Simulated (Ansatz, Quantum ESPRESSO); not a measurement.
# LiH (Fm-3m): Raman and infrared activity

Wanted: vibrational spectra of LiH (Fm-3m) from linear and non-linear response.

Method: DFT LDA, scalar-relativistic, plane waves, PseudoDojo norm-conserving pseudopotentials, in Quantum ESPRESSO 8.0 development, patched.

The database entry behind the starting cell differs from later determinations by our own check (the deuteride, about 0.2 % short), so it need not match the best structure at ambient conditions.

### Step 1. Starting point

The structure is cubic, space group Fm-3m (No. 225). Conventional cell: a = 4.074 Å, b = 4.074 Å, c = 4.074 Å, α = 90.00°, β = 90.00°, γ = 90.00°. Nearest to Li lie 6 H at 2.04 Å. H has 6 Li at 2.04 Å nearest. Farther neighbours are not listed.

### Step 2. A first look

A cheap run with smearing and empty bands tells whether the crystal has a gap, which decides between fixed occupations and smearing later on.

probe.in reads:

```
&CONTROL
  calculation = 'scf'
  prefix      = 'x'
  outdir      = './tmp'
  pseudo_dir  = './pseudo'
  tprnfor     = .true.
  tstress     = .true.
  verbosity   = 'high'
/
&SYSTEM
  ibrav       = 2
  celldm(1)   = 7.69779937
  nat         = 2
  ntyp        = 2
  ecutwfc     = 74.0
  occupations = 'smearing'
  smearing    = 'gaussian'
  degauss     = 0.01
/
&ELECTRONS
  conv_thr         = 1.0d-07
  mixing_beta      = 0.7
  electron_maxstep = 100
/
ATOMIC_SPECIES
 Li      6.9400  Li.upf
 H       1.0080  H.upf
ATOMIC_POSITIONS crystal
 Li     0.000000000   0.000000000   0.000000000
 H      0.500000000   0.500000000   0.500000000
K_POINTS automatic
 8 8 8 0 0 0
```

The run is started by

```sh
> OMP_NUM_THREADS=1 mpirun -n 2 pw.x -nk 2 -in probe.in > probe.out
```

The log of the run:

```text
[banners, grids, parts of the stress and lines that vanish by symmetry left out]
Program PWSCF v.8.0dev
     bravais-lattice index     =            2
     lattice parameter (alat)  =       7.6978  a.u.
[...]
kinetic-energy cutoff     =      74.0000  Ry
     charge density cutoff     =     296.0000  Ry
     scf convergence threshold =      1.0E-07
[...]
Exchange-correlation= SLA-PW-NOGX-NOGC
                           (   1   4   0   0   0   0   0)
[...]
48 Sym. Ops., with inversion, found
[...]
(     0          1          0      )
                  (     0          0          1      )
[...]
(  0.0000000  1.0000000  0.0000000 )
                  (  0.0000000  0.0000000  1.0000000 )
[...]
(     1          0         -1      )
                  (     0          0         -1      )
[...]
(  0.0000000 -1.0000000  0.0000000 )
[...]
(     0          1         -1      )
                  (     0          1          0      )
[...]
( -1.0000000  0.0000000  0.0000000 )
                  (  0.0000000  1.0000000  0.0000000 )
[...]
number of k points=    29  Gaussian smearing, width (Ry)=  0.0100
[...]
End of self-consistent calculation
[...]
the Fermi energy is     1.4758 ev
!    total energy              =     -15.44805757 Ry
[...]
convergence has been achieved in   4 iterations
[...]
atom    1 type  1   force =     0.00000000    0.00000000   -0.00000000
     atom    2 type  2   force =    -0.00000000   -0.00000000    0.00000000
[...]
Total force =     0.000000     Total SCF correction =     0.000000
[...]
total   stress  (Ry/bohr**3)                   (kbar)     P=      -41.00
[...]
XML data file, charge density, pseudopotentials, collected wavefunctions

   JOB DONE.
```

Wall time 2 s (2 MPI ranks of Intel Xeon Platinum 8488C (Sapphire Rapids), shared host); 3.4 s of CPU time.

Numbers from this step:

* volume per atom: 8.449 Å³
* pressure: -4.1 GPa
* gap on the k-mesh: 2.660 eV

A gap of 2.7 eV opens on this mesh, so the crystal is taken as an insulator; the start stands at -4.1 GPa.

### Step 3. Relaxing the cell and atoms

The relaxation runs at a cutoff a fifth above that of the response, since stress converges more slowly with the basis than frequencies do. Forces and stress are brought to rest with tight thresholds.

relax.in reads:

```
&CONTROL
  calculation   = 'vc-relax'
  prefix        = 'x'
  outdir        = './tmp'
  pseudo_dir    = './pseudo'
  tprnfor       = .true.
  tstress       = .true.
  forc_conv_thr = 2.0d-05
  etot_conv_thr = 1.0d-07
  nstep         = 40
/
&SYSTEM
  ibrav       = 2
  celldm(1)   = 7.69779937
  nat         = 2
  ntyp        = 2
  ecutwfc     = 89
  occupations = 'fixed'
  nbnd        = 4
/
&ELECTRONS
  conv_thr         = 1.0d-11
  mixing_beta      = 0.7
  electron_maxstep = 100
/
&IONS
/
&CELL
  press_conv_thr = 0.2
/
ATOMIC_SPECIES
 Li      6.9400  Li.upf
 H       1.0080  H.upf
ATOMIC_POSITIONS crystal
 Li     0.000000000   0.000000000   0.000000000
 H      0.500000000   0.500000000   0.500000000
K_POINTS automatic
 8 8 8 0 0 0
```

The run is started by

```sh
> OMP_NUM_THREADS=1 mpirun -n 2 pw.x -nk 2 -in relax.in > relax.out
```

The log of the run:

```text
[banners, grids, parts of the stress and lines that vanish by symmetry left out]
[banner, memory and clock lines left out]
Program PWSCF v.8.0dev

[...]
kinetic-energy cutoff     =      89.0000  Ry
     charge density cutoff     =     356.0000  Ry
     scf convergence threshold =      1.0E-11
[...]
energy convergence thresh.=      1.0E-07
     force convergence thresh. =      2.0E-05
     press convergence thresh. =      2.0E-01
     Exchange-correlation= SLA-PW-NOGX-NOGC
                           (   1   4   0   0   0   0   0)
[...]
48 Sym. Ops., with inversion, found
[...]
number of k points=    29
[...]
End of self-consistent calculation
[...]
highest occupied, lowest unoccupied level (ev):     0.3802    3.0396
!    total energy              =     -15.44807593 Ry
[...]
convergence has been achieved in   6 iterations
[...]
atom    1 type  1   force =     0.00000000    0.00000000    0.00000000
     atom    2 type  2   force =     0.00000000    0.00000000    0.00000000
     Total force =     0.000000     Total SCF correction =     0.000000
[...]
total   stress  (Ry/bohr**3)                   (kbar)     P=      -40.70
[...]
number of bfgs steps    =   0
[...]
CELL_PARAMETERS (alat=  7.69779937)
[...]
ATOMIC_POSITIONS (crystal)
Li               0.0000000000        0.0000000000        0.0000000000
H                0.5000000000        0.5000000000        0.5000000000
[...]
New effective cutoffs (rho, wfc):  359.39   90.23
[...]
End of self-consistent calculation
[...]
highest occupied, lowest unoccupied level (ev):     0.4858    3.1277
!    total energy              =     -15.44868168 Ry
[...]
convergence has been achieved in   4 iterations
[...]
atom    1 type  1   force =     0.00000000   -0.00000000   -0.00000000
     atom    2 type  2   force =     0.00000000   -0.00000000   -0.00000000
     Total force =     0.000000     Total SCF correction =     0.000000
[...]
total   stress  (Ry/bohr**3)                   (kbar)     P=      -35.03
[...]
number of bfgs steps    =   1
[...]
WARNING: bfgs curvature condition failed, Theta= 0.943
[...]
CELL_PARAMETERS (alat=  7.69779937)
[...]
ATOMIC_POSITIONS (crystal)
Li              -0.0000000000       -0.0000000000       -0.0000000000
H                0.5000000000        0.5000000000        0.5000000000
[...]
New effective cutoffs (rho, wfc):  367.02   92.14
[...]
End of self-consistent calculation
[...]
highest occupied, lowest unoccupied level (ev):     0.6501    3.2640
!    total energy              =     -15.44939804 Ry
[...]
convergence has been achieved in   5 iterations
[...]
atom    1 type  1   force =     0.00000000    0.00000000    0.00000000
     atom    2 type  2   force =    -0.00000000   -0.00000000   -0.00000000
     Total force =     0.000000     Total SCF correction =     0.000000
[...]
total   stress  (Ry/bohr**3)                   (kbar)     P=      -25.57
[...]
number of bfgs steps    =   2
[...]
CELL_PARAMETERS (alat=  7.69779937)
[...]
ATOMIC_POSITIONS (crystal)
[...]
New effective cutoffs (rho, wfc):  378.93   95.13
[...]
End of self-consistent calculation
[...]
Total force =     0.000000     Total SCF correction =     0.000000
[...]
total   stress  (Ry/bohr**3)                   (kbar)     P=       -8.99
[...]
number of bfgs steps    =   3
[...]
CELL_PARAMETERS (alat=  7.69779937)
[...]
ATOMIC_POSITIONS (crystal)
[...]
New effective cutoffs (rho, wfc):  385.31   96.73
[...]
End of self-consistent calculation
[...]
highest occupied, lowest unoccupied level (ev):     1.0518    3.5936
!    total energy              =     -15.45007523 Ry
[...]
convergence has been achieved in   5 iterations
[...]
atom    1 type  1   force =     0.00000000    0.00000000   -0.00000000
     atom    2 type  2   force =     0.00000000    0.00000000    0.00000000
     Total force =     0.000000     Total SCF correction =     0.000000
[...]
total   stress  (Ry/bohr**3)                   (kbar)     P=        0.83
[...]
number of bfgs steps    =   4
[...]
CELL_PARAMETERS (alat=  7.69779937)
[...]
ATOMIC_POSITIONS (crystal)
[...]
New effective cutoffs (rho, wfc):  384.77   96.60
[...]
End of self-consistent calculation
[...]
highest occupied, lowest unoccupied level (ev):     1.0398    3.5838
!    total energy              =     -15.45007581 Ry
[...]
convergence has been achieved in   4 iterations
[...]
atom    1 type  1   force =     0.00000000    0.00000000   -0.00000000
     atom    2 type  2   force =     0.00000000   -0.00000000    0.00000000
     Total force =     0.000000     Total SCF correction =     0.000000
[...]
total   stress  (Ry/bohr**3)                   (kbar)     P=       -0.02
[...]
number of bfgs steps    =   5
[...]
small trust_radius: resetting bfgs history
[...]
CELL_PARAMETERS (alat=  7.69779937)
[...]
ATOMIC_POSITIONS (crystal)
[...]
New effective cutoffs (rho, wfc):  384.77   96.60
[...]
End of self-consistent calculation
[...]
highest occupied, lowest unoccupied level (ev):     1.0399    3.5839
!    total energy              =     -15.45007581 Ry
[...]
convergence has been achieved in   2 iterations
[...]
atom    1 type  1   force =     0.00000000    0.00000000    0.00000000
     atom    2 type  2   force =    -0.00000000    0.00000000   -0.00000000
     Total force =     0.000000     Total SCF correction =     0.000000
[...]
total   stress  (Ry/bohr**3)                   (kbar)     P=       -0.02
[...]
bfgs converged in   7 scf cycles and   6 bfgs steps
[...]
End of BFGS Geometry Optimization
     Final enthalpy           =     -15.4500758138 Ry
     File ./tmp/x.bfgs deleted, as requested
[...]
CELL_PARAMETERS (alat=  7.69779937)
[...]
ATOMIC_POSITIONS (crystal)
Li              -0.0000000000        0.0000000000       -0.0000000000
H                0.5000000000        0.5000000000        0.5000000000
[...]
Final scf calculation at the relaxed structure.
[...]
kinetic-energy cutoff     =      89.0000  Ry
     charge density cutoff     =     356.0000  Ry
     scf convergence threshold =      1.0E-13
[...]
press convergence thresh. =      2.0E-01
     Exchange-correlation= SLA-PW-NOGX-NOGC
                           (   1   4   0   0   0   0   0)
[...]
48 Sym. Ops., with inversion, found
[...]
number of k points=    29
[...]
End of self-consistent calculation
[...]
highest occupied, lowest unoccupied level (ev):     1.0399    3.5839
!    total energy              =     -15.45007246 Ry
[...]
convergence has been achieved in   8 iterations
[...]
atom    1 type  1   force =    -0.00000000   -0.00000000    0.00000000
     atom    2 type  2   force =     0.00000000    0.00000000   -0.00000000
     Total force =     0.000000     Total SCF correction =     0.000000
[...]
total   stress  (Ry/bohr**3)                   (kbar)     P=       -0.02
[...]
XML data file, charge density, pseudopotentials, collected wavefunctions
```

Run time: 7.6 s. Hardware: 2 MPI ranks; 15 s of CPU time.

Step by step:

```tsv
step	energy less that of the first step (eV)	largest force (eV/Å)	pressure (GPa)	volume (Å³)
1	0.0000	0.0000	-4.07	16.90
2	-0.0082	0.0000	-3.50	16.55
3	-0.0180	0.0000	-2.56	16.04
4	-0.0262	0.0000	-0.90	15.29
5	-0.0272	0.0000	0.08	14.91
6	-0.0272	0.0000	0.00	14.94
7	-0.0272	0.0000	0.00	14.94
8	-0.0272	0.0000	0.00	14.94
```

```tsv
conventional cell, symmetrised	before	after	change
a (Å)	4.074	3.910	-4.0 %
b (Å)	4.074	3.910	-4.0 %
c (Å)	4.074	3.910	-4.0 %
volume (Å³/atom)	8.45	7.47	-11.6 %
```

The relaxed structure:

```cif
data_structure
_symmetry_space_group_name_H-M 'P 1'
_symmetry_Int_Tables_number 1
_cell_length_a 2.7645
_cell_length_b 2.7645
_cell_length_c 2.7645
_cell_angle_alpha 60.000
_cell_angle_beta 60.000
_cell_angle_gamma 60.000
_cell_volume 14.94
loop_
_atom_site_label
_atom_site_type_symbol
_atom_site_fract_x
_atom_site_fract_y
_atom_site_fract_z
_atom_site_occupancy
Li1 Li 0.00000 0.00000 0.00000 1
H2 H 0.50000 0.50000 0.50000 1
```

The last row of the table of steps is pw.x's closing run on a basis chosen anew for the final cell, so its energy can jump.

Read from the output:

| Quantity | Value |
| --- | --- |
| volume per atom | 7.470 Å³ |
| pressure | -0.002 GPa |
| gap on the k-mesh | 2.544 eV |

The volume changes by -11.6 % from the cell with which this run began.

### Step 4. Self-consistent run for the response

Perturbation theory inherits every error of the wavefunctions, so the threshold is set near the limit of the arithmetic. With a gap, occupations are fixed, which also allows the response to an electric field.

scf.in reads:

```
&CONTROL
  calculation = 'scf'
  prefix      = 'x'
  outdir      = './tmp'
  pseudo_dir  = './pseudo'
  tprnfor     = .true.
  tstress     = .true.
/
&SYSTEM
  ibrav       = 2
  celldm(1)   = 7.38810654
  nat         = 2
  ntyp        = 2
  ecutwfc     = 74.0
  occupations = 'fixed'
  nbnd        = 4
/
&ELECTRONS
  conv_thr         = 1.0d-12
  mixing_beta      = 0.7
  electron_maxstep = 100
/
ATOMIC_SPECIES
 Li      6.9400  Li.upf
 H       1.0080  H.upf
ATOMIC_POSITIONS crystal
 Li     0.000000000   0.000000000   0.000000000
 H      0.500000000   0.500000000   0.500000000
K_POINTS automatic
 8 8 8 0 0 0
```

The run is started by

```sh
> OMP_NUM_THREADS=1 mpirun -n 2 pw.x -nk 2 -in scf.in > scf.out
```

The log of the run:

```text
[banners, grids, parts of the stress and lines that vanish by symmetry left out]
[banner, memory and clock lines left out]
Program PWSCF v.8.0dev

[...]
kinetic-energy cutoff     =      74.0000  Ry
     charge density cutoff     =     296.0000  Ry
     scf convergence threshold =      1.0E-12
[...]
Exchange-correlation= SLA-PW-NOGX-NOGC
                           (   1   4   0   0   0   0   0)
[...]
48 Sym. Ops., with inversion, found
[...]
number of k points=    29
[...]
End of self-consistent calculation
[...]
highest occupied, lowest unoccupied level (ev):     1.0399    3.5839
!    total energy              =     -15.45005461 Ry
[...]
convergence has been achieved in   8 iterations
[...]
atom    1 type  1   force =     0.00000000    0.00000000   -0.00000000
     atom    2 type  2   force =    -0.00000000   -0.00000000    0.00000000
     Total force =     0.000000     Total SCF correction =     0.000000
[...]
total   stress  (Ry/bohr**3)                   (kbar)     P=       -0.41
[...]
XML data file, charge density, pseudopotentials, collected wavefunctions
```

The job ended after 2 s (2 MPI ranks; 3.4 s of CPU time).

Read from the output:

* pressure: -0.04100 GPa

The cell stands at -0.041 GPa, close enough for phonons.

[end of part 1 of 3]

[Host names and launcher messages were left out of these logs when they were recorded.]

[Logs are printed without paths, hosts, clocks, repeated set-up lines and the standing remarks that a program may print on its own settings, such as how far it seeks lower states.]

[Hosts, paths, dates, database ids (printed as entryN), source tags and the programs' standing remarks are cut or masked in the printed files.]
